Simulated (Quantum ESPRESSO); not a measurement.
**SiNi: which magnetic order is lowest**

Wanted: the moments of SiNi and the energy of each order that was tried.

Method: LDA; plane waves with GBRV 1.5 LDA potentials, no spin-orbit coupling, in Quantum ESPRESSO 7.5.

## Step 1: Starting point

It takes space group Pnma (No. 62, orthorhombic). The conventional cell has a = 5.173 Å, b = 3.338 Å, c = 5.605 Å, α = 90.00°, β = 90.00°, γ = 90.00°. Si has 6 Ni at 2.28 to 2.40 Å nearest. Nearest to Ni lie 6 Si at 2.28 to 2.40 Å. Farther neighbours are not listed.

The cell comes from the Crystallography Open Database.

## Step 2: Run 1 (ferro ++++)

The signs are those of the starting moments on the seeded atoms, the atoms that are given a moment.

The input, pw.in:

```
&CONTROL
  calculation = 'scf'
  prefix = 'pwscf'
  outdir = './tmp'
  pseudo_dir = './pseudo'
  disk_io = 'nowf'
/
&SYSTEM
  ibrav = 0
  celldm(1) = 8
  nat = 8
  ntyp = 2
  ecutwfc = 40
  ecutrho = 280
  nbnd = 59
  occupations = 'smearing'
  smearing = 'fd'
  degauss = 0.00734986
  nspin = 2
  starting_magnetization(1) = 0
  starting_magnetization(2) = 0.0556
/
&ELECTRONS
  conv_thr = 1.6d-08
  electron_maxstep = 150
  mixing_beta = 0.3
/
ATOMIC_SPECIES
Si     28.0850 si_lda_v1.uspp.F.UPF
Ni     58.6934 ni_lda_v1.4.uspp.F.UPF
CELL_PARAMETERS alat
   1.2219677769127    0.0000000000000    0.0000000000000
   0.0000000000000    0.7885118470767    0.0000000000000
   0.0000000000000    0.0000000000000    1.3239657444894
ATOMIC_POSITIONS crystal
Si      0.3212800000    0.7500000000    0.0825000000
Si      0.1787200000    0.2500000000    0.5825000000
Si      0.8212800000    0.7500000000    0.4175000000
Si      0.6787200000    0.2500000000    0.9175000000
Ni      0.0077900000    0.2500000000    0.1875200000
Ni      0.4922100000    0.7500000000    0.6875200000
Ni      0.5077900000    0.2500000000    0.3124800000
Ni      0.9922100000    0.7500000000    0.8124800000
K_POINTS automatic
8 8 8 0 0 0
```

Command:

```sh
OMP_NUM_THREADS=1 mpirun -n 4 pw.x -nk 4 -in pw.in > pw.out
```

The program printed:

```text
Program PWSCF v.7.5 starts

     Message from routine setup:
     using ibrav=0 with symmetry is DISCOURAGED, use correct ibrav instead

     K-points division:     npool     =       4
     Subspace diagonalization in iterative solution of the eigenvalue problem:

     G-vector sticks info
     --------------------
     sticks:   dense  smooth     PW     G-vecs:    dense   smooth      PW
     Sum        1361     787    231                51577    22357    3769

     Using Slab Decomposition

     bravais-lattice index     =            0
     lattice parameter (alat)  =       8.0000  a.u.
     unit-cell volume          =     653.1526 (a.u.)^3
     number of atoms/cell      =            8
     number of atomic types    =            2
     number of electrons       =        88.00
     number of Kohn-Sham states=           59
     kinetic-energy cutoff     =      40.0000  Ry
     charge density cutoff     =     280.0000  Ry
     scf convergence threshold =      1.6E-08
     mixing beta               =       0.3000
     number of iterations used =            8  plain     mixing
     Exchange-correlation=  SLA  PZ   NOGX NOGC
                           (   1   1   0   0   0   0   0)

     celldm(1)=   8.000000  celldm(2)=   0.000000  celldm(3)=   0.000000
     celldm(4)=   0.000000  celldm(5)=   0.000000  celldm(6)=   0.000000

     crystal axes: (cart. coord. in units of alat)
               a(1) = (   1.221968   0.000000   0.000000 )
               a(2) = (   0.000000   0.788512   0.000000 )
               a(3) = (   0.000000   0.000000   1.323966 )

     reciprocal axes: (cart. coord. in units 2 pi/alat)
               b(1) = (  0.818352  0.000000  0.000000 )
               b(2) = (  0.000000  1.268212  0.000000 )
               b(3) = (  0.000000  0.000000  0.755307 )

     PseudoPot. # 1 for Si read from file:
     si_lda_v1.uspp.F.UPF
     Pseudo is Ultrasoft + core correction, Zval =  4.0
     Generated by new atomic code, or converted to UPF format
     Using radial grid of  899 points,  6 beta functions with:
                l(1) =   0
                l(2) =   0
                l(3) =   1
                l(4) =   1
                l(5) =   2
                l(6) =   2
     Q(r) pseudized with  8 coefficients,  rinner =    0.900   0.900   0.900
                                                       0.900   0.900

     PseudoPot. # 2 for Ni read from file:
     ni_lda_v1.4.uspp.F.UPF
     Pseudo is Ultrasoft + core correction, Zval = 18.0
     Generated by new atomic code, or converted to UPF format
     Using radial grid of  865 points,  6 beta functions with:
                l(1) =   0
                l(2) =   0
                l(3) =   1
                l(4) =   1
                l(5) =   2
                l(6) =   2
     Q(r) pseudized with 10 coefficients,  rinner =    0.980   0.980   0.980
                                                       0.980   0.980

     atomic species   valence    mass     pseudopotential
     Si                4.00    28.08500     Si( 1.00)
     Ni               18.00    58.69340     Ni( 1.00)

     Starting magnetic structure
     atomic species   magnetization
     Si              0.000
     Ni              0.056

      8 Sym. Ops., with inversion, found ( 6 have fractional translation)

   Cartesian axes

     site n.     atom                  positions (alat units)
         1        Si     tau(   1) = (   0.3925938   0.5913839   0.1092272  )
         2        Si     tau(   2) = (   0.2183901   0.1971280   0.7712100  )
         3        Si     tau(   3) = (   1.0035777   0.5913839   0.5527557  )
         4        Si     tau(   4) = (   0.8293740   0.1971280   1.2147386  )
         5        Ni     tau(   5) = (   0.0095191   0.1971280   0.2482701  )
         6        Ni     tau(   6) = (   0.6014648   0.5913839   0.9102529  )
         7        Ni     tau(   7) = (   0.6205030   0.1971280   0.4137128  )
         8        Ni     tau(   8) = (   1.2124486   0.5913839   1.0756957  )

     number of k points=   125  Fermi-Dirac smearing, width (Ry)=  0.0073

     Number of k-points >= 100: set verbosity='high' to print them.

     Dense  grid:    51577 G-vectors     FFT dimensions: (  54,  36,  60)

     Smooth grid:    22357 G-vectors     FFT dimensions: (  40,  30,  48)

     Check: negative core charge=   -0.000009
     Generating pointlists ...
     new r_m :   0.2219 (alat units)  1.7756 (a.u.) for type    1
     new r_m :   0.2219 (alat units)  1.7756 (a.u.) for type    2

     Initial potential from superposition of free atoms

     starting charge      79.9976, renormalised to      88.0000
     Starting wfcs are   68 randomized atomic wfcs

     Self-consistent Calculation

     iteration #  1     ecut=    40.00 Ry     beta= 0.30
     Davidson diagonalization with overlap
     ethr =  1.00E-02,  avg # of iterations =  6.8

     total energy              =   -1347.44612888 Ry
     estimated scf accuracy    <     213.54280185 Ry

     total magnetization       =     0.27 Bohr mag/cell
     absolute magnetization    =     0.34 Bohr mag/cell

     iteration #  2     ecut=    40.00 Ry     beta= 0.30
     Davidson diagonalization with overlap
     ethr =  1.00E-02,  avg # of iterations =  3.0

     total energy              =   -1410.01144157 Ry
     estimated scf accuracy    <      59.64348638 Ry

     total magnetization       =     0.10 Bohr mag/cell
     absolute magnetization    =     0.17 Bohr mag/cell

     iteration #  3     ecut=    40.00 Ry     beta= 0.30
     Davidson diagonalization with overlap
     ethr =  1.00E-02,  avg # of iterations =  2.0

     total energy              =   -1411.57510009 Ry
     estimated scf accuracy    <      10.52983198 Ry

     total magnetization       =     0.12 Bohr mag/cell
     absolute magnetization    =     0.33 Bohr mag/cell

     [... further iterations left out ...]

     iteration # 14     ecut=    40.00 Ry     beta= 0.30
     Davidson diagonalization with overlap
     ethr =  7.27E-08,  avg # of iterations =  2.1

     total energy              =   -1411.65575920 Ry
     estimated scf accuracy    <       0.00001012 Ry

     total magnetization       =    -0.00 Bohr mag/cell
     absolute magnetization    =     0.00 Bohr mag/cell

     iteration # 15     ecut=    40.00 Ry     beta= 0.30
     Davidson diagonalization with overlap
     ethr =  1.15E-08,  avg # of iterations =  2.7

     total energy              =   -1411.65576065 Ry
     estimated scf accuracy    <       0.00000075 Ry

     total magnetization       =    -0.00 Bohr mag/cell
     absolute magnetization    =     0.00 Bohr mag/cell

     iteration # 16     ecut=    40.00 Ry     beta= 0.30
     Davidson diagonalization with overlap
     ethr =  8.51E-10,  avg # of iterations =  4.2

     total energy              =   -1411.65576103 Ry
     estimated scf accuracy    <       0.00000051 Ry

     total magnetization       =    -0.00 Bohr mag/cell
     absolute magnetization    =     0.00 Bohr mag/cell

     iteration # 17     ecut=    40.00 Ry     beta= 0.30
     Davidson diagonalization with overlap
     ethr =  5.76E-10,  avg # of iterations =  1.8

     Magnetic moment per site  (integrated on atomic sphere of radius R)
     atom   1 (R=0.222)  charge=  1.6648  magn=  0.0000
     atom   2 (R=0.222)  charge=  1.6648  magn=  0.0000
     atom   3 (R=0.222)  charge=  1.6648  magn=  0.0000
     atom   4 (R=0.222)  charge=  1.6648  magn=  0.0000
     atom   5 (R=0.222)  charge= 16.3488  magn= -0.0000
     atom   6 (R=0.222)  charge= 16.3488  magn= -0.0000
     atom   7 (R=0.222)  charge= 16.3488  magn= -0.0000
     atom   8 (R=0.222)  charge= 16.3488  magn= -0.0000

     End of self-consistent calculation

     Number of k-points >= 100: set verbosity='high' to print the bands.

     the Fermi energy is    14.2584 ev

!    total energy              =   -1411.65576110 Ry
     estimated scf accuracy    <          7.9E-09 Ry
     smearing contrib. (-TS)   =      -0.00520034 Ry
     internal energy E=F+TS    =   -1411.65056076 Ry

     The total energy is F=E-TS. E is the sum of the following terms:
     one-electron contribution =   -1050.76945633 Ry
     hartree contribution      =     572.12258786 Ry
     xc contribution           =    -158.09899282 Ry
     ewald contribution        =    -774.90469947 Ry

     total magnetization       =    -0.00 Bohr mag/cell
     absolute magnetization    =     0.00 Bohr mag/cell

     convergence has been achieved in  17 iterations

=------------------------------------------------------------------------------=
   JOB DONE.
=------------------------------------------------------------------------------=
```

It took 5.5 min on 4 MPI ranks of Arm Neoverse V2, shared host; peak memory 1.1 GiB; 22 min of CPU time.

The spin moment in the atom's sphere vanishes on all atoms.

Read from the output:

```yaml
smearing_term_ts: 0.07075 eV
magnetization: 0 μB
absolute_magnetization: 0 μB
final_state: non-magnetic
```

[end of part 1 of 2]

[Logs and program files are shortened in this print: banners, set-up blocks, solver, clock and traceback lines can be left out without a mark of their own.]

[Logs are printed without paths, hosts, clocks, repeated set-up lines and the standing remarks that a program may print on its own settings, such as how far it seeks lower states.]

[Hosts, paths, dates, database ids (printed as entryN), source tags and the programs' standing remarks are cut or masked in the printed files.]

[Where a cell is said to come from a database of computed structures, the database is the Materials Project.]
